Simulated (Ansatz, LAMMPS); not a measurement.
# Structural relaxation of a frame of liquid 52SiO2-48Li2O (mol %) from 3000 K (69 atoms), part 3 of 3

Aim: bring a frame of liquid 52SiO2-48Li2O (mol %) from 3000 K (69 atoms) to a nearby minimum of the energy and see what moves.

Ansatz 0.2.0; Kohn-Sham DFT, PBE, PAW (set soft_2), plane waves.

The cell: 12 Si, 22 Li and 35 O. The network of bonds at the start is that of the classical potential that made the cell. Sampling is at Γ alone, for a cell whose shortest periodic width is 9 Å.

So far, density (g/cm³): step 5 (distances and neighbours after relaxation) 2.33.

**6. Single point at the relaxed geometry**

One more single point at the end of the walk gives the fuller output and checks the residual forces.

File input.yaml:

```yaml
crystal:
  lattice:
    - [9.0778, 0.0, 0.0]
    - [0.0, 9.0778, 0.0]
    - [0.0, 0.0, 9.0778]
  atoms:
    - { symbol: Si, position: [0.88854, 0.74524, 0.76679] }
    - { symbol: Si, position: [0.73759, 0.07984, 0.27533] }
    - { symbol: Si, position: [0.16856, 0.86455, 0.22005] }
    - { symbol: Si, position: [0.14948, 0.09914, 0.00064] }
    - { symbol: Si, position: [0.81513, 0.19736, 0.97831] }
    - { symbol: Si, position: [0.19381, 0.62238, 0.69662] }
    - { symbol: Si, position: [0.63018, 0.59058, 0.31676] }
    - { symbol: Si, position: [0.36362, 0.90293, 0.79592] }
    - { symbol: Si, position: [0.52376, 0.26929, 0.42385] }
    - { symbol: Si, position: [0.69794, 0.32014, 0.71563] }
    - { symbol: Si, position: [0.22908, 0.56129, 0.10677] }
    - { symbol: Si, position: [0.19238, 0.32369, 0.5467] }
    - { symbol: Li, position: [0.88264, 0.40409, 0.23005] }
    - { symbol: Li, position: [0.4428, 0.70916, 0.00664] }
    - { symbol: Li, position: [0.19103, 0.32867, 0.25385] }
    - { symbol: Li, position: [0.46846, 0.44884, 0.14438] }
    - { symbol: Li, position: [0.03641, 0.06257, 0.73783] }
    - { symbol: Li, position: [0.58003, 0.61755, 0.6564] }
    - { symbol: Li, position: [0.39626, 0.07518, 0.18016] }
    - { symbol: Li, position: [0.39697, 0.40297, 0.83237] }
    - { symbol: Li, position: [0.50357, 0.89414, 0.4134] }
    - { symbol: Li, position: [0.93719, 0.23946, 0.50506] }
    - { symbol: Li, position: [0.59406, 0.03429, 0.7263] }
    - { symbol: Li, position: [0.01623, 0.6992, 0.00958] }
    - { symbol: Li, position: [0.85113, 0.76837, 0.24353] }
    - { symbol: Li, position: [0.98655, 0.42647, 0.91206] }
    - { symbol: Li, position: [0.28339, 0.04828, 0.50552] }
    - { symbol: Li, position: [0.04534, 0.84207, 0.50959] }
    - { symbol: Li, position: [0.34139, 0.66387, 0.41151] }
    - { symbol: Li, position: [0.70506, 0.54806, 0.97391] }
    - { symbol: Li, position: [0.68068, 0.87948, 2.0e-05] }
    - { symbol: Li, position: [0.74781, 0.77666, 0.48969] }
    - { symbol: Li, position: [0.87737, 0.51695, 0.53896] }
    - { symbol: Li, position: [0.08972, 0.58717, 0.36367] }
    - { symbol: O, position: [0.03927, 0.78616, 0.30951] }
    - { symbol: O, position: [0.94652, 0.8927, 0.6864] }
    - { symbol: O, position: [0.99428, 0.17268, 0.92891] }
    - { symbol: O, position: [0.82919, 0.75032, 0.93698] }
    - { symbol: O, position: [0.07484, 0.39453, 0.43443] }
    - { symbol: O, position: [0.41905, 0.96379, 0.63715] }
    - { symbol: O, position: [0.59134, 0.44512, 0.78236] }
    - { symbol: O, position: [0.86129, 0.35787, 0.66557] }
    - { symbol: O, position: [0.17355, 0.68369, 0.53467] }
    - { symbol: O, position: [0.34824, 0.50869, 0.98763] }
    - { symbol: O, position: [0.26332, 0.20497, 0.08319] }
    - { symbol: O, position: [0.80678, 0.58758, 0.34703] }
    - { symbol: O, position: [0.31967, 0.72357, 0.77965] }
    - { symbol: O, position: [0.13106, 0.16595, 0.597] }
    - { symbol: O, position: [0.75084, 0.0678, 0.08969] }
    - { symbol: O, position: [0.80139, 0.36466, 0.02959] }
    - { symbol: O, position: [0.71281, 0.17105, 0.82879] }
    - { symbol: O, position: [0.84511, 0.20561, 0.32961] }
    - { symbol: O, position: [0.55585, 0.13251, 0.30755] }
    - { symbol: O, position: [0.0397, 0.62691, 0.79487] }
    - { symbol: O, position: [0.22902, 0.74792, 0.08939] }
    - { symbol: O, position: [0.49773, 0.90251, 0.91357] }
    - { symbol: O, position: [0.3451, 0.27023, 0.45099] }
    - { symbol: O, position: [0.6052, 0.23359, 0.57924] }
    - { symbol: O, position: [0.05952, 0.50751, 0.09397] }
    - { symbol: O, position: [0.29111, 0.52357, 0.26897] }
    - { symbol: O, position: [0.73272, 0.91505, 0.33891] }
    - { symbol: O, position: [0.22077, 0.00371, 0.86034] }
    - { symbol: O, position: [0.59366, 0.63149, 0.14584] }
    - { symbol: O, position: [0.5441, 0.68524, 0.44475] }
    - { symbol: O, position: [0.30585, 0.93108, 0.31329] }
    - { symbol: O, position: [0.57331, 0.41451, 0.33518] }
    - { symbol: O, position: [0.77633, 0.66616, 0.65541] }
    - { symbol: O, position: [0.24527, 0.44228, 0.68184] }
    - { symbol: O, position: [0.07871, 0.98505, 0.11919] }
kpoints:
  mp_grid: { grid: [1, 1, 1] }
hamiltonian:
  xc: pbe
scf:
  occupations: { method: fixed }
output:
  forces: true
  stress: true
  populations: true
  dos:
    method: { smearing: { sigma: 0.1 } }
    de: 0.1
    projected: { site_lists: { Li: [Li], O: [O], Si: [Si] } }
  eigenvalues: true
  write_density: true
  write_potential: true
  volumetric_format: npy
```

Command:

```console
ansatz run input.yaml --threads 4 --pin off --max-ram 8192MiB --backend cpu --events-out ev --progress --plain --runs-dir out
```

Numbers of over 12 decimals in the logs are rounded to 6 here.

Output:

```text
[...]
Crystal: 69 atoms, lattice volume = 748.069 Å³
Basis set: ecut = 420 eV, 14771 PW (Γ), exchange–correlation on 128×128×128 points (8 copies of the dense FFT grid, shifted against one another)
Bands: 231, of which v1, the nominal top of the filled ones, is band 162 counted from 1 (161 counted from 0)
Symmetry: 1 space group operations
[...]
k-points: 1
[...]
SCF iter   1: F=—  HF=-32072.824221 eV  |F-HF|=—  |Δ(HF+E_count)|=         —  Δρ=1.91e-3  dr2=3.75e-2  ethr=1.77e-3  ⟨swp⟩=5.0  Hψ=819  notcnv=0  defer=64
[...]
SCF iter   9: F=-32072.825255 eV  HF=-32072.825255 eV  |F-HF|=9.74e-9  |Δ(HF+E_count)|=   1.55e-8  Δρ=1.13e-6  dr2=1.01e-8  ethr=3.09e-11  ⟨swp⟩=7.0  Hψ=1237  notcnv=0
SCF 1 converged in 9 iterations: F = -32072.825255 eV  dr2 = 1.01e-8
[...]
SCF converged after 9 iterations
Free energy (F): -32072.825255 eV
[...]
Internal energy: -32072.825255 eV  (E = F + TS)
E sigma→0 (E₀):  -32072.825255 eV
Fermi energy:    3.169119 eV
[...]
--- Forces (eV/Å), atoms counted from 1 ---
  atom   1  Si    -0.00498820    -0.00136803     0.00289513
  atom   2  Si     0.00057196     0.00426383     0.00639335
  atom   3  Si    -0.00646707    -0.00962446    -0.00258027
  atom   4  Si    -0.00263156     0.00065543    -0.00404625
  atom   5  Si     0.00159361     0.00340493     0.00134156
  atom   6  Si     0.00538359    -0.00221384    -0.00227716
  atom   7  Si    -0.00060865    -0.00640105    -0.01390060
  atom   8  Si     0.00168719     0.00204709    -0.00147435
  atom   9  Si    -0.00336722     0.00146674    -0.00515326
  atom  10  Si    -0.01294248     0.00512315     0.00977918
  atom  11  Si     0.00371496     0.00358896     0.00657258
  atom  12  Si     0.00242477    -0.00571895    -0.00767105
  atom  13  Li    -0.00228918    -0.00262783    -0.00216377
  atom  14  Li    -0.00010220    -0.00086911     0.00237324
[...]
atom  68  O     -0.00343639     0.00355622     0.00015217
  atom  69  O      0.00225074     0.00168487     0.00030240
  max |Σ_I F_I| component: 4.91e-5 eV/Å
--- Stress (GPa, compression-positive) ---
        2.591334       1.698741       1.033699
        1.698745       2.649924      -2.139621
        1.033708      -2.139624       2.157979
  P = ⅓ Tr σ = 2.4664 GPa (24.664 kbar)
--- Band table (eV) ---
[...]
--- Löwdin populations: 69 sites ---
  site symbol       q [e]
     0     Si      2.4696
     1     Si      2.3853
     2     Si      2.4196
[...]
68      O      6.7930
  spilling = 0.012118 (of n_electrons = 324.000000)
```

The job ended after 5.8 s (4 threads of Arm Neoverse V2, shared host; peak memory 0.84 GiB; 22 s of CPU time).

Read from the output:

- free energy: -32072.8253 eV
- free energy per atom: -464.8236 eV/atom
- SCF cycles: 9
- pressure: 2.466 GPa
- r.m.s. force component: 0.00444 eV/Å
- longest force: 0.02911 eV/Å
- Fermi energy: 3.169 eV
- gap (highest filled to lowest empty level): 4.322 eV
- spilling of the projection: 0.01212

Löwdin charges by element and coordination (they lack the spilled electrons, 0.057 e an atom on average):

```
element  coordination  atoms  mean charge (e)  spread   least    most
     Li           all     22            0.789  0.0148   0.761   0.819
     Li             3      7            0.792  0.0076   0.783   0.805
     Li             4     13            0.789  0.0177   0.761   0.819
     Li             5      2            0.779  0.0058   0.774   0.785
      O           all     35           -0.931  0.0855   -1.03  -0.793
      O             2      1           -0.793       0  -0.793  -0.793
      O             3     11           -0.871  0.0732  -0.995  -0.799
      O             4     19           -0.957  0.0722   -1.03  -0.823
      O             5      4            -1.01  0.0134   -1.03  -0.991
     Si           all     12             1.60  0.0618    1.48    1.71
```

Density of states as counts of states in windows of 1 eV (from the Fermi level), total and the larger projections:

```
from (eV)  to (eV)  total   O p  Si p
      -10       -9    1.9   1.3   0.1
       -9       -8    3.9   2.6   0.3
       -8       -7    8.1   5.6   0.9
       -7       -6    6.5   4.8   0.9
       -6       -5    9.3   7.0   1.2
       -5       -4   26.2  20.1   2.9
       -4       -3   31.4  26.3   2.5
       -3       -2   36.9  33.3   1.2
       -2       -1   45.4  42.4   1.0
       -1        0   38.9  37.4   0.4
        0        1    1.4   1.4   0.0
        1        4    0.0   0.0   0.0
        4        5    2.0   0.0   0.0
```

With fixed occupations the program's Fermi level is the highest filled level; weight inside the gap is the broadening of levels at its edges.

Between -26 and -10 eV lie 70 more states.

About 45 of the 324 electrons lie in deeper levels, below the stored range.

The levels nearest the highest filled one (over half full), pooled over k-points and spins:

```
level less the highest filled one (eV)  occupation
                                -0.424           2
                                -0.346           2
                                -0.259           2
                                -0.225           2
                               -0.0538           2
                                     0           2
                                  4.32           0
                                  5.94           0
                                  6.17           0
                                  6.21           0
                                  6.34           0
                                  6.61           0
```

Valence density in the ab plane at fractional z = 0.000, with atoms of Si and Li and O within 0.2 Å of it. It is the smooth field of the valence electrons, not physical close to the nuclei.

Ten steps, logarithmic in the rise over the least value, from '0' (0.0 e/Å³) to '9' (7.3 e/Å³), each cell a mean:
```
1233221101123321122210000
1122111001234432674100000
0111111001245434897111100
0001122111233323785233210
0001233211122211232455421
5412344322574110013566533
9832344323897100012466436
9731233223786111112344326
5321222233331111111122112
2222223455421111365211001
3433234688631111588300012
3443235799741000366211112
3432224688631000122333212
2221112455421000124665321
1110001222210000135897421
0000001111000000135897521
1100112210000000124676421
3211234321000000023454333
5432345531000000123322345
6543455431000000123322456
5542344321000000124443345
4431133210000000134543233
2333233210000000134432111
2333332100111111123321001
```
Columns run along a (9.1 Å), rows up along b (9.1 Å). Atoms in or near the plane, at fractional coordinates: Si at (0.15, 0.10), Si at (0.82, 0.20), Li at (0.44, 0.71), Li at (0.02, 0.70), Li at (0.68, 0.88), O at (0.35, 0.51).

Electrostatic potential energy in the ab plane at fractional z = 0.000, with atoms of Si and Li and O within 0.2 Å of it. With pseudopotentials it is smooth inside the atoms' cores, unlike the true potential.

Ten even steps from '0' (-39 eV) to '9' (10 eV), each cell a mean:
```
9988889999999999888999999
9999999999999998546899999
9999999999999996214899999
9999999999999997435899999
8899999999888998778988999
5689999998546899999855897
2379999997314899999966884
2378999997435899999999985
6688888998778999888999997
9998877878999998755799999
9999877512699998523689999
9999888300499998644799999
9999999512699999888999999
8999999988999999999657998
9999999999999999997103899
9999999999999999997103899
9999999999999999998536899
9999999999999999987312689
8888888999999999985000378
6753368999999999985000376
7620027999999999987312687
8600006899999999998767899
9720027999999999999889999
9875578999999999999999999
```
Columns run along a (9.1 Å; values clipped at the 3rd and 97th percentile), rows up along b (9.1 Å). Atoms in or near the plane, at fractional coordinates: Si at (0.15, 0.10), Si at (0.82, 0.20), Li at (0.44, 0.71), Li at (0.02, 0.70), Li at (0.68, 0.88), O at (0.35, 0.51).

Mean Löwdin charges: Li +0.79, O -0.93, Si +1.60 e (they miss 1.2 % of the electrons, so they add up to more than the cell's charge).

The surroundings of Li21, which has 5 bonded neighbours where the commonest count for Li is 4, nearest first, numbered as they follow in the input and with coordinates relative to it.

```
atom      x      y      z  distance (Å)  bonds  Löwdin charge (e)
Li21   0.00   0.00   0.00          0.00      5               0.77
 O64   0.37  -1.90   0.28          1.95      5              -1.03
 O65  -1.79   0.34  -0.91          2.04      4              -0.99
 O61   2.08   0.19  -0.68          2.20      4              -0.99
 O40  -0.77   0.63   2.03          2.26      4              -1.00
 O53   0.47   2.16  -0.96          2.41      4              -0.85
Li32   2.22  -1.07   0.69          2.56      4               0.78
Li29  -1.47  -2.09  -0.02          2.56      3               0.78
Li27  -2.00   1.40   0.84          2.58      4               0.78
Li19  -0.97   1.64  -2.12          2.85      3               0.80
```

The column of bonds counts only the pairs O-Li within 2.48 Å, O-Si within 2.12 Å; other neighbours, such as metal atoms beside each other in a compound, aren't counted, and periodic images can show an atom twice.

**7. Other settings**

This functional strengthens the gradient correction of exchange, which tends to weaken binding against PBE. Changed here: basis.precision = "f64", hamiltonian.xc = "rpbe", scf.eigensolver.kind = "davidson", scf.occupations.method = "methfessel_paxton" and scf.occupations.width = 0.01.

This step: Kohn-Sham DFT, RPBE, PAW (set soft_2), plane waves (Ansatz 0.2.0).

File input.yaml:

```yaml
crystal:
  lattice:
    - [9.0778, 0.0, 0.0]
    - [0.0, 9.0778, 0.0]
    - [0.0, 0.0, 9.0778]
  atoms:
    [... the 69 atom lines of step 3 ...]
kpoints:
  mp_grid: { grid: [1, 1, 1] }
hamiltonian:
  xc: rpbe
scf:
  occupations: { method: methfessel_paxton, width: 0.01 }
  eigensolver: { kind: davidson }
output:
  forces: true
  stress: true
  populations: true
  dos:
    method: { smearing: { sigma: 0.1 } }
    de: 0.1
    projected: { site_lists: { Li: [Li], O: [O], Si: [Si] } }
  eigenvalues: true
basis:
  precision: f64
```

Output:

```text
[...]
Crystal: 69 atoms, lattice volume = 748.069 Å³
Basis set: ecut = 420 eV, 14771 PW (Γ), exchange–correlation on 128×128×128 points (8 copies of the dense FFT grid, shifted against one another)
Bands: 231, of which v1, the nominal top of the filled ones, is band 162 counted from 1 (161 counted from 0)
Symmetry: 1 space group operations
[...]
k-points: 1
[...]
SCF iter   1: F=—  HF=-32150.776829 eV  |F-HF|=—  |Δ(HF+E_count)|=         —  Δρ=7.10e-3  dr2=5.33e-1  ethr=1.77e-3  ⟨swp⟩=11.0  Hψ=1297  notcnv=0
[...]
SCF iter  11: F=—  HF=-32150.654896 eV  |F-HF|=—  |Δ(HF+E_count)|=   3.65e-7  S|Δr|=    0.00e0  Δρ=3.95e-6  dr2=1.04e-7  ethr=6.05e-11  ⟨swp⟩=4.0  Hψ=513  notcnv=0
SCF iter  12: F=-32150.654896 eV  HF=-32150.654896 eV  |F-HF|=1.05e-8  |Δ(HF+E_count)|=   2.60e-8  S|Δr|=    0.00e0  Δρ=8.81e-7  dr2=7.82e-9  ethr=3.20e-11  ⟨swp⟩=3.0  Hψ=486  notcnv=0
SCF 1 converged in 12 iterations: F = -32150.654896 eV  dr2 = 7.82e-9
  Residual-converged pass: ⟨swp⟩=2.0  Hψ=393  notcnv=0  max |occ|·‖R‖ = 6.2e-6 eV (tolerance 6.7e-6 eV)  dr2=7.90e-9  dr2_onsite=1.47e-10  max |Δocc| = 0.0e0
[...]
SCF converged after 12 iterations
Stability not checked: this state was not tested for a lower state beside it, because cold or Methfessel-Paxton smearing, or corrected tetrahedra, fill the levels in a way that the test cannot read (fill_not_monotonic; see scf.lower_state_search)
Free energy (F): -32150.654896 eV
[...]
Internal energy: -32150.654896 eV  (E = F + TS)
E sigma→0 (E₀):  -32150.654896 eV
Fermi energy:    6.243809 eV
Step filling:    the computed levels leave a gap of 1.0514 eV = 105.1 smearing widths at the electron count; against every level under it full and every level over it empty, smearing changes F+E_penalty+E_count by +0.00e0 meV and its σ→0 estimate by +0.00e0 meV
[...]
Σ components = -32150.654896   (vs F -32150.654896, Δ=0.00e0)
--- Forces (eV/Å), atoms counted from 1 ---
  atom   1  Si    -6.18676463    11.90705481     8.14502008
  atom   2  Si     5.63452048     9.34115915    -6.25853364
  atom   3  Si    -3.67825042    -4.71948412     1.71752986
  atom   4  Si     4.07011590     1.44420949     0.09828817
[...]
atom  69  O      0.15883655    -1.83063392    -2.59810248
  max |Σ_I F_I| component: 1.25e-4 eV/Å
--- Stress (GPa, compression-positive) ---
       10.807159       0.175017       3.226009
        0.175018      15.445335      -1.208701
        3.226021      -1.208701      10.652613
  P = ⅓ Tr σ = 12.3017 GPa (123.017 kbar)
--- Band table (eV) ---
[...]
--- Löwdin populations: 69 sites ---
  site symbol       q [e]
     0     Si      2.3709
     1     Si      2.3770
     2     Si      2.4801
[...]
68      O      6.7755
  spilling = 0.012899 (of n_electrons = 324.000000)
```

It took 12 s on 4 threads; peak memory 0.88 GiB.

Geometry and reference: those of the single point at the start.

Forces differ from those of the single point at the start by 78 meV/Å r.m.s., 2.8 % of their size; the pressure by +3.2 GPa and the gap by +0.099 eV. It took 1.8 times the reference's time (shared host, so rough).

**8. Outcome**

| Property | Result |
| --- | --- |
| energy change in the relaxation | -509.2 meV/atom |
| r.m.s. displacement | 1.235 Å |
| largest displacement | 3.28 Å |
| free energy per atom | -464.8236 eV/atom |
| pressure | 2.466 GPa |
| r.m.s. force component | 0.00444 eV/Å |
| gap (highest filled to lowest empty level) | 4.322 eV |
| wall time of the 4 DFT runs | 4.1 min |

**Reading.** Relaxation lowers the energy by 509 meV/atom and moves atoms by 1.2 Å r.m.s.; the r.m.s. force component goes from 2.8 to 0.0044 eV/Å, the pressure goes from 9.1 to 2.5 GPa, and the gap from 0.952 to 4.32 eV. By the final cutoffs 32 of 120 bonded pairs parted and 43 joined. First to last step the energy falls by 35.138 eV; the largest move, 3.28 Å, is that of Li26. The O-Li bonds change most in mean length: from 2.074 Å (spread 0.187) to 2.006 Å (spread 0.145), and their number from 73 to 83. Counting bonds as in the table, 59 % of Li atoms have 4, 54 % of O atoms have 4 and all Si atoms have 4 bonded neighbours. 37 % of the oxygens bridge two formers (Si) and 63 % are non-bridging. The highest filled and lowest empty levels differ by 4.32 eV (at Γ alone); a semilocal functional tends to put such gaps too low. In a disordered cell it changes from sample to sample and from frame to frame.

What to keep in mind: The starting topology of bonds comes from the classical model; in DFT 32 of its 120 bonded pairs passed out of the cutoffs and 43 came within them. The pressure of 2.5 GPa means that a free cell would grow at this level.

[Logs are printed without paths, hosts, clocks, repeated set-up lines and the standing remarks that a program may print on its own settings, such as how far it seeks lower states.]

[Hosts, paths, dates, database ids (printed as entryN), source tags and the programs' standing remarks are cut or masked in the printed files.]
